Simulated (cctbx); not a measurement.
**X-rays or neutrons for the lightest atoms?**

Cell a = 4.4310 Å, b = 11.5500 Å, c = 11.7300 Å, α = 90.00°, β = 90.00°, γ = 90.00°; space group Pmc2_1 (no. 26); content Br8 Sc2 Li4. The heavier atoms are placed; Li is still missing.

Simulated single-crystal data (cctbx): Cu Kα, λ = 1.54184 Å, to d = 0.83 Å, 50 % of the full sphere, strongest reflection 20000 counts, noise from counting, a 6 % proportional error and a noise floor of 8 counts (s.d.); no absorption.

Refinement without Li (map in e/Å³):

```text
Rint 0.039, 1102 unique reflections to 0.83 A
cycle     R1     wR2    GooF  max shift (A)
   1  0.1293  0.3109   5.396   0.04612
   2  0.0457  0.1295   2.247   0.00025
final R1 0.0457 wR2 0.1295 GooF 2.247  parameters 15  data/parameter 73.5
atom        x        y        z      Ueq    occ   su(xyz)  su(Uiso or U11)
Br1    0.00000  0.63987  0.88762   0.0022  1.000  0.00012  0.0004
Br2    0.50000  0.92311  0.82438   0.0031  1.000  0.00012  0.0004
Br3    0.50000  0.42897  0.66911   0.0046  1.000  0.00012  0.0004
Br4    0.00000  0.13782  0.61010   0.0021  1.000  0.00013  0.0004
Sc1    0.50000  0.24743  0.49948   0.0035  1.000  0.00038  0.0004
difference map: max 6.35 min -0.78 rms 0.28
Q1    0.0000  0.0131  0.2595    2    6.59  2.46 A from Br2
Q2    0.0000  0.4895  0.7354    2    6.50  2.45 A from Br3
Q3    0.5000  0.4298  0.6713    2    1.91  0.03 A from Br3
Q4    0.5000  0.0757  0.3248    2    1.85  0.01 A from Br2
Q5    0.0000  0.3560  0.3887    2    1.72  0.05 A from Br1
Q6    0.0000  0.1431  0.6045    2    1.69  0.09 A from Br4
Q7    0.5000  0.2493  0.5177    2    0.93  0.21 A from Sc1
Q8    0.5000  0.3358  0.6046    2    0.62  1.32 A from Br3
```

The data are simulated with cctbx, not measured: neutrons of λ = 1.17 Å, to d = 0.8 Å, 50 % of the full sphere, strongest reflection 5000 counts, noise from counting, a 6 % proportional error and a noise floor of 8 counts (s.d.); no absorption.

Refinement without Li (map in fm/Å³; only maxima are listed):

```text
Rint 0.042, 1233 unique reflections to 0.80 A
cycle     R1     wR2    GooF  max shift (A)
   1  0.1793  0.4037   5.982   0.04419
   4  0.1206  0.2934   4.348   0.00047
final R1 0.1207 wR2 0.2934 GooF 4.348  parameters 15  data/parameter 82.2
atom        x        y        z      Ueq    occ   su(xyz)  su(Uiso or U11)
Br1    0.00000  0.64058  0.88528   0.0006  1.000  0.00043  0.0011
Br2    0.50000  0.92202  0.82290   0.0039  1.000  0.00046  0.0013
Br3    0.50000  0.43009  0.66828   0.0035  1.000  0.00047  0.0012
Br4    0.00000  0.13697  0.60825   0.0059  1.000  0.00050  0.0013
Sc1    0.50000  0.24894  0.49839   0.0040  1.000  0.00049  0.0006
difference map: max 3.92 min -10.48 rms 0.38
Q1    0.5000  0.2500  0.4997    2    3.92  0.02 A from Sc1
Q2    0.0000  0.3592  0.3831    2    2.23  0.03 A from Br1
Q3    0.5000  0.0797  0.3243    2    1.92  0.03 A from Br2
Q4    0.5000  0.4307  0.6638    2    1.90  0.05 A from Br3
Q5    0.0000  0.1349  0.6095    2    1.80  0.03 A from Br4
Q6    0.1512  0.0135  0.2877    4    1.39  1.76 A from Br2
Q7    0.0000  0.0282  0.7123    2    1.37  1.75 A from Br4
Q8    0.0000  0.4500  0.2500    2    1.36  1.90 A from Br1
```

**Question.** Where is Li, and which data fix it better?

Li sits at (0, 0.4956, 0.7322) and (0, 0.9792, 0.7555). Adding it takes R1 from 0.046 to 0.023 with X-rays and from 0.121 to 0.027 with neutrons. Its largest coordinate s.u. is 0.00111 with X-rays and 0.00038 with neutrons, so neutrons fix it better in these data. In the X-ray map Q1 and Q2 mark it. No listed neutron peak is on it. Natural Li has a negative scattering length, so it shows as a hole in the neutron map (minimum -10.5), not among the maxima.

Final neutron refinement:

```text
Rint 0.042, 1233 unique reflections to 0.80 A
cycle     R1     wR2    GooF  max shift (A)
   1  0.1332  0.2945   4.375   0.04205
   2  0.0275  0.0668   0.992   0.00009
final R1 0.0274 wR2 0.0668 GooF 0.992  parameters 21  data/parameter 58.7
atom        x        y        z      Ueq    occ   su(xyz)  su(Uiso or U11)
Br1    0.00000  0.63985  0.88556   0.0026  1.000  0.00009  0.0003
Br2    0.50000  0.92342  0.82302   0.0043  1.000  0.00011  0.0003
Br3    0.50000  0.42893  0.66781   0.0052  1.000  0.00012  0.0002
Br4    0.00000  0.13804  0.60797   0.0037  1.000  0.00009  0.0003
Sc1    0.50000  0.24777  0.49947   0.0043  1.000  0.00008  0.0001
Li1    0.00000  0.49524  0.72960   0.0073  1.000  0.00038  0.0009
Li2    0.00000  0.97978  0.75342   0.0055  1.000  0.00036  0.0009
difference map: max 0.49 min -0.46 rms 0.08
Q1    0.5000  0.2921  0.4977    2    0.51  0.51 A from Sc1
Q2    0.5000  0.1993  0.4978    2    0.49  0.56 A from Sc1
Q3    0.0000  0.2341  0.3638    2    0.34  1.48 A from Br1
Q4    0.5000  0.1011  0.7484    2    0.33  2.23 A from Br2
Q5    0.5000  0.0558  0.8329    2    0.32  1.53 A from Br2
Q6    0.5000  0.4510  0.4445    2    0.30  2.43 A from Sc1
```

This is a model crystal, built by substitution and not relaxed, with assumed displacement parameters.

[Middle refinement cycles are left out of these outputs.]

[Logs are printed without paths, hosts, clocks, repeated set-up lines and the standing remarks that a program may print on its own settings, such as how far it seeks lower states.]
